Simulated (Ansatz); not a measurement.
# Phonons of SiNi (Pnma) against volume

Wanted: Grüneisen parameters and pressure coefficients of the modes of SiNi (Pnma).

Program: Ansatz 0.2.0. Level of theory: DFT PBEsol, scalar-relativistic, plane waves, PAW; PAW set soft_1. Results are calculated unless marked as measured.

**1. Set-up**

The structure is orthorhombic, space group Pnma (No. 62). Conventional cell: a = 5.173 Å, b = 3.338 Å, c = 5.605 Å, α = 90.00°, β = 90.00°, γ = 90.00°. Si has 6 Ni at 2.28 to 2.40 Å nearest. Nearest to Ni lie 6 Si at 2.28 to 2.40 Å. Farther neighbours are not listed.

**2. Bringing the structure to rest**

The cell and atoms are relaxed, since residual forces and stress would shift the frequencies.

input.yaml reads:

```yaml
crystal:
  lattice:
    - [5.1731, 0.0, 0.0]
    - [0.0, 3.3381, 0.0]
    - [0.0, 0.0, 5.6049]
  atoms:
    - { symbol: Si, position: [0.32128, 0.75, 0.0825] }
    - { symbol: Si, position: [0.17872, 0.25, 0.5825] }
    - { symbol: Si, position: [0.82128, 0.75, 0.4175] }
    - { symbol: Si, position: [0.67872, 0.25, 0.9175] }
    - { symbol: Ni, position: [0.00779, 0.25, 0.18752] }
    - { symbol: Ni, position: [0.49221, 0.75, 0.68752] }
    - { symbol: Ni, position: [0.50779, 0.25, 0.31248] }
    - { symbol: Ni, position: [0.99221, 0.75, 0.81248] }
kpoints:
  mp_grid: { grid: [8, 10, 6] }
hamiltonian:
  xc: pbesol
  pseudopotentials: { kind: paw, azcp: { folder: soft_1 }, xc_functional: pbe }
scf:
  occupations: { method: gaussian, width: 0.1 }
output:
  forces: true
  stress: true
  eigenvalues: true
  write_density: true
  write_potential: true
  elf: true
  volumetric_format: npy
relax:
  adjacent_minimum: "off"
  f_tol: 0.005
  max_steps: 80
  cell: { stress_tol: 0.05 }
```

Run with:

```
$ ansatz run input.yaml --threads 4 --pin off --max-ram 16384MiB --backend cpu --events-out ev --progress --plain --runs-dir out
```

Numbers of over 12 decimals in the logs are rounded to 6 here.

Output:

```text
Engine: ansatz 0.2.0, aarch64-unknown-linux-gnu
Pseudopotentials: kind: paw
Pseudopotential: Si, paw, valence charge 4, recommended cutoff 420 eV (normal), soft_1/Si.paw.azcp
Pseudopotential: Ni, paw, valence charge 18, recommended cutoff 420 eV (normal), soft_1/Ni.paw.azcp
Functional definition: PBEsol
  exchange = pbesol_x
  correlation = pbesol_c
Crystal: 8 atoms, lattice volume = 96.787 Å³
Basis set: ecut = 420 eV, 1905 PW (Γ), exchange–correlation on 72×48×80 points (8 copies of the dense FFT grid, shifted against one another)
Bands: 53, of which v1, the nominal top of the filled ones, is band 44 counted from 1 (43 counted from 0)
Symmetry: 8 space group operations
Space group: Pnma (ITA 62), of the structure as read, at distance tolerance 4.6e-5 Å
k-points: 120 of 480
Non-local potential: Si, projectors of the file, l = 0: 2, l = 1: 2, l = 2: 1
Non-local potential: Ni, projectors of the file, l = 0: 3, l = 1: 2, l = 2: 3, l = 3: 1
PAW form: soft (Blöchl's): semilocal exchange-correlation on the pseudo side does not see the compensation charge
PAW frozen core: Si, regenerated for the run's functional, and the local potential with it (the file was generated under x = pbe(κ = 0.804, μ = 0.219515), c = pbe(β = 0.066725))
PAW frozen core: Ni, regenerated for the run's functional, and the local potential with it (the file was generated under x = pbe(κ = 0.804, μ = 0.219515), c = pbe(β = 0.066725))
PAW one-centre angular grid: Si, 110 points (default); XC on 64 Gauss nodes
PAW one-centre angular grid: Ni, 590 points (default); XC on 64 Gauss nodes
Initial density: superposition of atomic densities (chi_scale 0.1, normalization cell, long waves kept (reshape's long-wave potential 0.00 eV rms))
Initial wavefunctions: pseudopotential atomic-orbital guess
Functional: x = pbesol(κ = 0.804, μ = 0.123457), c = pbesol(β = 0.046)
SCF iter   1: F=—  HF=-25712.239894 eV  |F-HF|=—  |Δ(HF+E_count)|=         —  Δρ=8.13e-2  dr2=7.59e0  ethr=3.10e-3  ⟨swp⟩=7.3  Hψ=25326  notcnv=0  defer=10
preconditioner: auto → Kerker (q_TF=auto, 2.685 Å⁻¹)  [metal: Δε(μ)=0.011 eV  Ē_g=7.472 eV  σ=0.100 eV  W_gap=0.06  n_scr=38 (ndim 8)  ℏωp=28.2 eV  f_vac=0.000  D(μ)=1.61/eV (n_scr^D=8)]
SCF iter   2: F=—  HF=-25711.227676 eV  |F-HF|=—  |Δ(HF+E_count)|=    1.01e0  Δρ=3.53e-2  dr2=2.01e0  ethr=3.10e-3  ⟨swp⟩=2.4  Hψ=9125  notcnv=0  defer=344
SCF iter   3: F=—  HF=-25710.674650 eV  |F-HF|=—  |Δ(HF+E_count)|=   5.53e-1  Δρ=2.00e-2  dr2=4.46e-1  ethr=2.28e-3  ⟨swp⟩=2.5  Hψ=9970  notcnv=0  defer=344
SCF iter   4: F=—  HF=-25710.598425 eV  |F-HF|=—  |Δ(HF+E_count)|=   7.62e-2  Δρ=6.10e-3  dr2=2.15e-2  ethr=5.07e-4  ⟨swp⟩=2.6  Hψ=10072  notcnv=0  defer=343
SCF iter   5: F=—  HF=-25710.597422 eV  |F-HF|=—  |Δ(HF+E_count)|=   1.00e-3  Δρ=1.40e-3  dr2=1.95e-3  ethr=2.44e-5  ⟨swp⟩=2.1  Hψ=9104  notcnv=0  defer=340
SCF iter   6: F=—  HF=-25710.597548 eV  |F-HF|=—  |Δ(HF+E_count)|=   1.27e-4  Δρ=5.62e-4  dr2=3.04e-4  ethr=2.22e-6  ⟨swp⟩=2.2  Hψ=10499  notcnv=0  defer=340
SCF iter   7: F=—  HF=-25710.597527 eV  |F-HF|=—  |Δ(HF+E_count)|=   2.13e-5  Δρ=9.70e-5  dr2=9.69e-6  ethr=3.45e-7  ⟨swp⟩=2.4  Hψ=9009  notcnv=0  defer=340
SCF iter   8: F=—  HF=-25710.597556 eV  |F-HF|=—  |Δ(HF+E_count)|=   2.85e-5  Δρ=2.56e-5  dr2=4.98e-7  ethr=1.10e-8  ⟨swp⟩=2.5  Hψ=9757  notcnv=0  defer=340
SCF iter   9: F=-25710.597555 eV  HF=-25710.597555 eV  |F-HF|=6.33e-9  |Δ(HF+E_count)|=   1.50e-7  Δρ=3.47e-6  dr2=9.83e-9  ethr=1.14e-10  ⟨swp⟩=14.6  Hψ=48438  notcnv=0
SCF 1 converged in 9 iterations: F = -25710.597555 eV  dr2 = 9.83e-9
  greatest PAW one-centre occupation: 1.001 electrons in one spin orbital (limit 2), on the Ni atom at site 6 (counted from 0), in its partial waves of l = 1
relax step   1: F+E_penalty+E_count = -25710.59755538 eV  Δ(F+E_penalty+E_count) = +0.000e0 eV  max|allowed force component| = 5.888e-2 eV/Å  Δτ_max = 0.0000 Å  P = -4.312 GPa  Ω = 96.787 Å³  (9 SCF iters, dr2 threshold 1.00e-7 eV, accepted)
Crystal: 8 atoms, lattice volume = 95.440 Å³
Basis set: ecut = 420 eV, 1869 PW (Γ), exchange–correlation on 72×48×80 points (8 copies of the dense FFT grid, shifted against one another)
Initial density: handed on by an earlier stage of this run
Initial wavefunctions: those handed on with the density
iter 1 solved again at ethr=4.30e-6 eV; its pass at ethr=3.10e-3 eV (dr2=3.79e-3 eV) is discarded
SCF iter   1: F=—  HF=-25710.626873 eV  |F-HF|=—  |Δ(HF+E_count)|=         —  Δρ=2.67e-3  dr2=4.00e-3  ethr=4.30e-6  ⟨swp⟩=2.0  Hψ=28967  notcnv=0
preconditioner: auto → Kerker (q_TF=auto, 2.692 Å⁻¹)  [metal: Δε(μ)=0.018 eV  Ē_g=7.160 eV  σ=0.100 eV  W_gap=0.10  n_scr=34 (ndim 8)  ℏωp=28.4 eV  f_vac=0.000  D(μ)=1.79/eV (n_scr^D=8)]
SCF iter   2: F=—  HF=-25710.626337 eV  |F-HF|=—  |Δ(HF+E_count)|=   5.35e-4  Δρ=7.56e-4  dr2=4.13e-4  ethr=4.30e-6  ⟨swp⟩=2.4  Hψ=8734  notcnv=0
SCF iter   3: F=—  HF=-25710.626296 eV  |F-HF|=—  |Δ(HF+E_count)|=   4.13e-5  Δρ=2.98e-4  dr2=8.95e-5  ethr=4.69e-7  ⟨swp⟩=1.8  Hψ=8965  notcnv=0
SCF iter   4: F=—  HF=-25710.626278 eV  |F-HF|=—  |Δ(HF+E_count)|=   1.85e-5  Δρ=1.76e-4  dr2=2.88e-5  ethr=1.02e-7  ⟨swp⟩=2.0  Hψ=9321  notcnv=0
iter 5 did not close the SCF: its close was put off for the readings that it lacked (scf_convergence_deferred on its scf_iter line)
SCF iter   5: F=-25710.626274 eV  HF=-25710.626274 eV  |F-HF|=6.10e-9  |Δ(HF+E_count)|=   4.00e-6  Δρ=2.07e-5  dr2=2.95e-7  ethr=3.28e-8  ⟨swp⟩=2.1  Hψ=9506  notcnv=0
SCF iter   6: F=-25710.626274 eV  HF=-25710.626274 eV  |F-HF|=1.44e-8  |Δ(HF+E_count)|=   7.37e-8  Δρ=6.44e-6  dr2=3.53e-8  ethr=3.35e-10  ⟨swp⟩=7.3  Hψ=45385  notcnv=0
SCF 2 converged in 6 iterations: F = -25710.626274 eV  dr2 = 3.53e-8
relax step   2: F+E_penalty+E_count = -25710.62627357 eV  Δ(F+E_penalty+E_count) = -2.872e-2 eV  max|allowed force component| = 4.270e-2 eV/Å  Δτ_max = 0.0062 Å  P = -1.906 GPa  Ω = 95.440 Å³  energy of the carried Pulay correction = +3.196e-4 eV  (6 SCF iters, dr2 threshold 8.00e-7 eV, accepted)
Crystal: 8 atoms, lattice volume = 94.296 Å³
Basis set: ecut = 420 eV, 1845 PW (Γ), exchange–correlation on 72×48×80 points (8 copies of the dense FFT grid, shifted against one another)
iter 1 solved again at ethr=3.79e-6 eV; its pass at ethr=3.10e-3 eV (dr2=3.33e-3 eV) is discarded
SCF iter   1: F=—  HF=-25710.636743 eV  |F-HF|=—  |Δ(HF+E_count)|=         —  Δρ=2.50e-3  dr2=3.55e-3  ethr=3.79e-6  ⟨swp⟩=2.0  Hψ=32349  notcnv=0
preconditioner: auto → Kerker (q_TF=auto, 2.697 Å⁻¹)  [metal: Δε(μ)=0.055 eV  Ē_g=7.239 eV  σ=0.100 eV  W_gap=0.30  n_scr=34 (ndim 8)  ℏωp=28.6 eV  f_vac=0.000  D(μ)=1.53/eV (n_scr^D=8)]
SCF iter   2: F=—  HF=-25710.636227 eV  |F-HF|=—  |Δ(HF+E_count)|=   5.16e-4  Δρ=8.37e-4  dr2=5.34e-4  ethr=3.79e-6  ⟨swp⟩=2.2  Hψ=8815  notcnv=0
SCF iter   3: F=—  HF=-25710.636144 eV  |F-HF|=—  |Δ(HF+E_count)|=   8.34e-5  Δρ=3.22e-4  dr2=1.04e-4  ethr=6.07e-7  ⟨swp⟩=2.0  Hψ=9451  notcnv=0
SCF iter   4: F=—  HF=-25710.636117 eV  |F-HF|=—  |Δ(HF+E_count)|=   2.71e-5  Δρ=1.71e-4  dr2=2.55e-5  ethr=1.18e-7  ⟨swp⟩=2.0  Hψ=9279  notcnv=0
iter 5 did not close the SCF: its close was put off for the readings that it lacked (scf_convergence_deferred on its scf_iter line)
SCF iter   5: F=-25710.636114 eV  HF=-25710.636114 eV  |F-HF|=4.82e-8  |Δ(HF+E_count)|=   3.28e-6  Δρ=2.28e-5  dr2=2.72e-7  ethr=2.90e-8  ⟨swp⟩=2.5  Hψ=9362  notcnv=0
SCF iter   6: F=-25710.636114 eV  HF=-25710.636114 eV  |F-HF|=1.75e-8  |Δ(HF+E_count)|=   9.76e-8  Δρ=7.61e-6  dr2=4.02e-8  ethr=3.09e-10  ⟨swp⟩=7.4  Hψ=45823  notcnv=0
SCF 3 converged in 6 iterations: F = -25710.636114 eV  dr2 = 4.02e-8
relax step   3: F+E_penalty+E_count = -25710.63611380 eV  Δ(F+E_penalty+E_count) = -9.840e-3 eV  max|allowed force component| = 3.018e-2 eV/Å  Δτ_max = 0.0108 Å  P = +0.298 GPa  Ω = 94.296 Å³  energy of the carried Pulay correction = +5.948e-4 eV  (6 SCF iters, dr2 threshold 8.00e-7 eV, accepted)
[...]
relax step   4: F+E_penalty+E_count = -25710.63625088 eV  Δ(F+E_penalty+E_count) = -1.371e-4 eV  max|allowed force component| = 4.025e-2 eV/Å  Δτ_max = 0.0106 Å  P = +0.039 GPa  Ω = 94.402 Å³  energy of the carried Pulay correction = +5.690e-4 eV  (6 SCF iters, dr2 threshold 3.29e-7 eV, accepted)
[...]
relax step   5: F+E_penalty+E_count = -25710.63672494 eV  Δ(F+E_penalty+E_count) = -4.741e-4 eV  max|allowed force component| = 3.183e-3 eV/Å  Δτ_max = 0.0041 Å  P = +0.016 GPa  Ω = 94.434 Å³  energy of the carried Pulay correction = +5.613e-4 eV  (6 SCF iters, dr2 threshold 2.35e-7 eV, accepted)
Initial wavefunctions: pseudopotential atomic-orbital guess (no wavefunctions were taken with the density)
iter 1 solved again at ethr=9.15e-7 eV; its pass at ethr=3.10e-3 eV (dr2=8.05e-4 eV) is discarded
SCF iter   1: F=—  HF=-25710.636154 eV  |F-HF|=—  |Δ(HF+E_count)|=         —  Δρ=3.50e-5  dr2=1.76e-7  ethr=9.15e-7  ⟨swp⟩=2.9  Hψ=39713  notcnv=0
eigensolver tolerance schedule: the retry pair's looser diagonalisation over-reported the residual by 4567.64 of it (diagonalisation noise at an unbounded share of the residual, at the tolerance the schedule requests for it); recorded, not acted on — ethr = c·dr2/N_el stays at c = 1.0e-1
preconditioner: auto → Kerker (q_TF=auto, 2.696 Å⁻¹)  [metal: Δε(μ)=0.053 eV  Ē_g=7.230 eV  σ=0.100 eV  W_gap=0.29  n_scr=34 (ndim 8)  ℏωp=28.6 eV  f_vac=0.000  D(μ)=1.52/eV (n_scr^D=8)]
SCF iter   2: F=—  HF=-25710.636176 eV  |F-HF|=—  |Δ(HF+E_count)|=   2.17e-5  Δρ=3.26e-5  dr2=5.10e-7  ethr=2.00e-10  ⟨swp⟩=3.1  Hψ=15648  notcnv=0
SCF iter   3: F=—  HF=-25710.636176 eV  |F-HF|=—  |Δ(HF+E_count)|=   1.14e-8  Δρ=6.87e-6  dr2=2.33e-8  ethr=2.00e-10  ⟨swp⟩=1.9  Hψ=9548  notcnv=0
SCF iter   4: F=—  HF=-25710.636176 eV  |F-HF|=—  |Δ(HF+E_count)|=   5.25e-9  Δρ=1.22e-6  dr2=4.35e-10  ethr=2.65e-11  ⟨swp⟩=2.6  Hψ=10918  notcnv=0
SCF iter   5: F=—  HF=-25710.636176 eV  |F-HF|=—  |Δ(HF+E_count)|=   1.35e-9  Δρ=5.79e-7  dr2=1.84e-10  ethr=1.00e-12  ⟨swp⟩=2.0  Hψ=11577  notcnv=0
SCF iter   6: F=-25710.636176 eV  HF=-25710.636176 eV  |F-HF|=0.00e0  |Δ(HF+E_count)|=  2.55e-11  Δρ=1.01e-7  dr2=7.56e-12  ethr=1.00e-12  ⟨swp⟩=5.9  Hψ=29736  notcnv=0
SCF 6 converged in 6 iterations: F = -25710.636176 eV  dr2 = 7.56e-12
relax step   6: F+E_penalty+E_count = -25710.63617616 eV  Δ(F+E_penalty+E_count) = +5.488e-4 eV  max|allowed force component| = 3.161e-3 eV/Å  Δτ_max = 0.0000 Å  P = +0.019 GPa  Ω = 94.434 Å³  stress off target by 4.22e-2 GPa  SCF on the basis re-selected at this cell (its energy is not comparable with the rows above)  (6 SCF iters)
basis re-selected at this cell: Δ(F+E_penalty+E_count) = +5.488e-4 eV, ΔP = +0.003 GPa vs the last step (what re-selecting the basis moved, of the pressure what is left beyond the Pulay correction that the steps carried, after the strain that the cell walked since its last selection, with what the two solves' SCF thresholds leave and, on support functions, any second-order correction that the steps lacked; it is no m [...]
SCF converged after 6 iterations
Free energy (F): -25710.636176 eV
Harris-Foulkes:  -25710.636176 eV  (|F-HF|=0.00e0)
Internal energy: -25710.628585 eV  (E = F + TS)
E sigma→0 (E₀):  -25710.632381 eV
Entropy (-TS):   -0.007591 eV (-0.949 meV/atom)
Fermi energy:    14.962654 eV
--- Per-component energies (eV) ---
  E_band       = -1283.751696
  E_kinetic    = 1547.735628
  E_local      = -14913.669087  (includes V_loc(G=0)·N_el)
  E_nonlocal   = -380.965919
  E_hartree    = 7819.491755
  E_xc         = -684.322794
  E_vxc        = -788.587906  (∫ρ·V_xc dr)
  E_paw        = -8474.646718  (= ΣΔE_a)
  E_vpaw       = -2387.251119  (= ΣTr[D̂ρ^β])
  E_aug_tail   = 0.003612  (compensation charges beyond the density's cutoff)
  E_ewald      = -10625.170461
  E_core_change = 0.915400  (= ΣΔE_core)
  E_smearing   = -0.007591  (= −TS)
  E_closure    = 0.000000  (closes the sum)
  Σ components = -25710.636176   (vs F -25710.636176, Δ=0.00e0)
--- Forces (eV/Å), atoms counted from 1 ---
  atom   1  Si    -0.00048445    -0.00000000    -0.00256533
  atom   2  Si     0.00048445     0.00000000    -0.00256533
  atom   3  Si    -0.00048445     0.00000000     0.00256533
  atom   4  Si     0.00048445    -0.00000000     0.00256533
  atom   5  Ni     0.00316085     0.00000000    -0.00170863
  atom   6  Ni    -0.00316085     0.00000000    -0.00170863
  atom   7  Ni     0.00316085     0.00000000     0.00170863
  atom   8  Ni    -0.00316085     0.00000000     0.00170863
  max |Σ_I F_I| component: 6.94e-18 eV/Å
--- Stress (GPa, compression-positive) ---
        0.042173       0.000000      -0.000000
       -0.000000       0.031937       0.000000
       -0.000000       0.000000      -0.017440
  P = ⅓ Tr σ = 0.0189 GPa (0.189 kbar)
--- Band table (eV; the first three rows and the last of 120) ---
  k-point 0: bands = [... 40 lower, 13.1503, 13.6447, 13.8210, 14.0342, 15.6298, 16.3681, 18.3179, 18.7793, ... 5 higher]
  k-point 1: bands = [... 40 lower, 13.3558, 13.6913, 14.0165, 14.0912, 15.8547, 16.7191, 17.7494, 19.0415, ... 5 higher]
  k-point 2: bands = [... 40 lower, 13.4030, 13.5804, 14.1645, 14.8920, 15.7981, 16.8048, 17.5249, 18.4130, ... 5 higher]
  k-point 119: bands = [... 40 lower, 13.0232, 13.0232, 13.0232, 13.0232, 17.6183, 17.6183, 17.6183, 17.6183, ... 5 higher]
--- Relaxed structure (5 steps of the walk, 5 accepted, 1 SCFs on fresh bases) ---
  F+E_penalty+E_count = -25710.63617616 eV   max|allowed force component| = 3.161e-3 eV/Å   (the final SCF, on the basis selected at the relaxed cell)
  cell:  # Å, volume = 94.4341 Å³
    - [5.087722, 0, 8.709184862808987e-18]
    - [0, 3.358020, 0]
    - [9.43614278431851e-18, 0, 5.527418]
  atoms:
    - { symbol: Si, position: [0.321405, 0.750000, 0.086583] }
    - { symbol: Si, position: [0.178595, 0.250000, 0.586583] }
    - { symbol: Si, position: [0.821405, 0.750000, 0.413417] }
    - { symbol: Si, position: [0.678595, 0.250000, 0.913417] }
    - { symbol: Ni, position: [0.00929247, 0.250000, 0.187395] }
    - { symbol: Ni, position: [0.490708, 0.750000, 0.687395] }
    - { symbol: Ni, position: [0.509292, 0.250000, 0.312605] }
    - { symbol: Ni, position: [0.990708, 0.750000, 0.812605] }
```

Run time: 71 s. Hardware: 4 threads of Arm Neoverse V1, shared host; peak memory 0.75 GiB; 4.6 min of CPU time.

This run has no spin polarisation, although Ni can carry a moment.

Relaxation path:

| step | energy less that of the first step (eV) | largest force component (eV/Å) | pressure (GPa) | volume (Å³) |
| --- | --- | --- | --- | --- |
| 1 | 0.0000 | 0.0589 | -4.31 | 96.79 |
| 2 | -0.0287 | 0.0427 | -1.91 | 95.44 |
| 3 | -0.0386 | 0.0302 | 0.30 | 94.30 |
| 4 | -0.0387 | 0.0403 | 0.04 | 94.40 |
| 5 | -0.0392 | 0.0032 | 0.02 | 94.43 |
| 6* | -0.0386 | 0.0032 | 0.02 | 94.43 |

Relaxation steps marked * repeat the geometry before them on a plane-wave basis chosen anew for their cell, so energy and pressure can jump there.

Forces are held to the 8 operations that the run works with; a distortion that breaks them can't arise in this run.

| conventional cell, symmetrised | before | after | change |
| --- | --- | --- | --- |
| a (Å) | 5.173 | 5.088 | -1.7 % |
| b (Å) | 3.338 | 3.358 | +0.6 % |
| c (Å) | 5.605 | 5.527 | -1.4 % |
| volume (Å³/atom) | 12.10 | 11.80 | -2.4 % |

The atoms that moved most (Å, as changes of fractional coordinates times the final cell):

| atom | dx | dy | dz | length |
| --- | --- | --- | --- | --- |
| Si2 | -0.001 | 0.000 | 0.023 | 0.023 |
| Si3 | 0.001 | 0.000 | -0.023 | 0.023 |
| Si4 | -0.001 | 0.000 | -0.023 | 0.023 |
| Si1 | 0.001 | 0.000 | 0.023 | 0.023 |
| Ni6 | -0.008 | 0.000 | -0.001 | 0.008 |
| Ni7 | 0.008 | 0.000 | 0.001 | 0.008 |
| Ni8 | -0.008 | 0.000 | 0.001 | 0.008 |
| Ni5 | 0.008 | 0.000 | -0.001 | 0.008 |

Numbers from this step:

| Quantity | Value |
| --- | --- |
| pressure | 0.01889 GPa |
| volume per atom | 11.80 Å³ |
| gap on the k-mesh | 0 eV |

ELF in the ac plane at fractional y = 0.250, with atoms of Si and Ni within 0.2 Å of it. It is the smooth field of the valence electrons, not physical close to the nuclei.

Ten even steps from '_' (0.08) to '@' (0.92), each cell a mean:
```
....________--==------++**==
::....______--++--==--++**==
::----::....--**++==--++++--
==++++==------==++++==------
**++----++++--::----::....--
++--==--++**==::....______--
==------++**--....________--
****++++**==..__..........--
==**##**++::::--::....::::--
..::--==::..**@@++....::....
==::..::....##@@++....::..--
@@++....::..::==::..::....##
@@++....::......::--==::..**
--::....::::--==******++::::
__..........--****==++**==..
```
Columns run along a (5.1 Å), rows up along c (5.5 Å). Atoms in or near the plane, at fractional coordinates: Si at (0.18, 0.59), Si at (0.68, 0.91), Ni at (0.01, 0.19), Ni at (0.51, 0.31).

Electrostatic potential energy in the ac plane at fractional y = 0.250, with atoms of Si and Ni within 0.2 Å of it. With pseudopotentials it is smooth inside the atoms' cores, unlike the true potential.

Ten even steps from '_' (-19 eV) to '@' (18 eV), each cell a mean:
```
@@@@@@@@@@@@%%==__==::..##@@
@@@@@@@@@@@@%%==__==::..##@@
@@@@@@@@@@@@@@**..____==%%@@
%%##++**##@@@@%%##++**%%@@@@
**..____==%%@@@@@@@@@@@@@@@@
==__==::..##@@@@@@@@@@@@@@%%
==__==::..##@@@@@@@@@@@@@@%%
##::____==####**##@@@@@@@@@@
%%##****##++::----**@@@@@@@@
++**%%%%##--**@@++==%%@@%%**
==--**%%%%--##@@++==%%%%++--
@@++==%%%%++--==--**%%%%--##
@@++==%%@@%%**++**%%%%##--**
----**@@@@@@@@%%##****##++--
**##@@@@@@@@@@##::____==####
```
Columns run along a (5.1 Å; values clipped at the 3rd and 97th percentile), rows up along c (5.5 Å). Atoms in or near the plane, at fractional coordinates: Si at (0.18, 0.59), Si at (0.68, 0.91), Ni at (0.01, 0.19), Ni at (0.51, 0.31).

Valence density in the ac plane at fractional y = 0.250, with atoms of Si and Ni within 0.2 Å of it. It is the smooth field of the valence electrons, not physical close to the nuclei.

Ten steps, logarithmic in the rise over the least value, from '0' (0 e/Å³) to '9' (39 e/Å³), each cell a mean:
```
00000000000110
00000001000110
00000001100000
00000000000000
11000000000000
10001100000000
00001100000000
11111111100000
11111245410000
21111389731011
64111389731125
97311256411148
97310112111138
54100001111124
11000001111111
```
Columns run along a (5.1 Å), rows up along c (5.5 Å). Atoms in or near the plane, at fractional coordinates: Si at (0.18, 0.59), Si at (0.68, 0.91), Ni at (0.01, 0.19), Ni at (0.51, 0.31).

In this step the volume went from 12.10 to 11.80 Å³/atom.

(Continued in part 2 of 3.)

[Logs are printed without paths, hosts, clocks, repeated set-up lines and the standing remarks that a program may print on its own settings, such as how far it seeks lower states.]

[Hosts, paths, dates, database ids (printed as entryN), source tags and the programs' standing remarks are cut or masked in the printed files.]
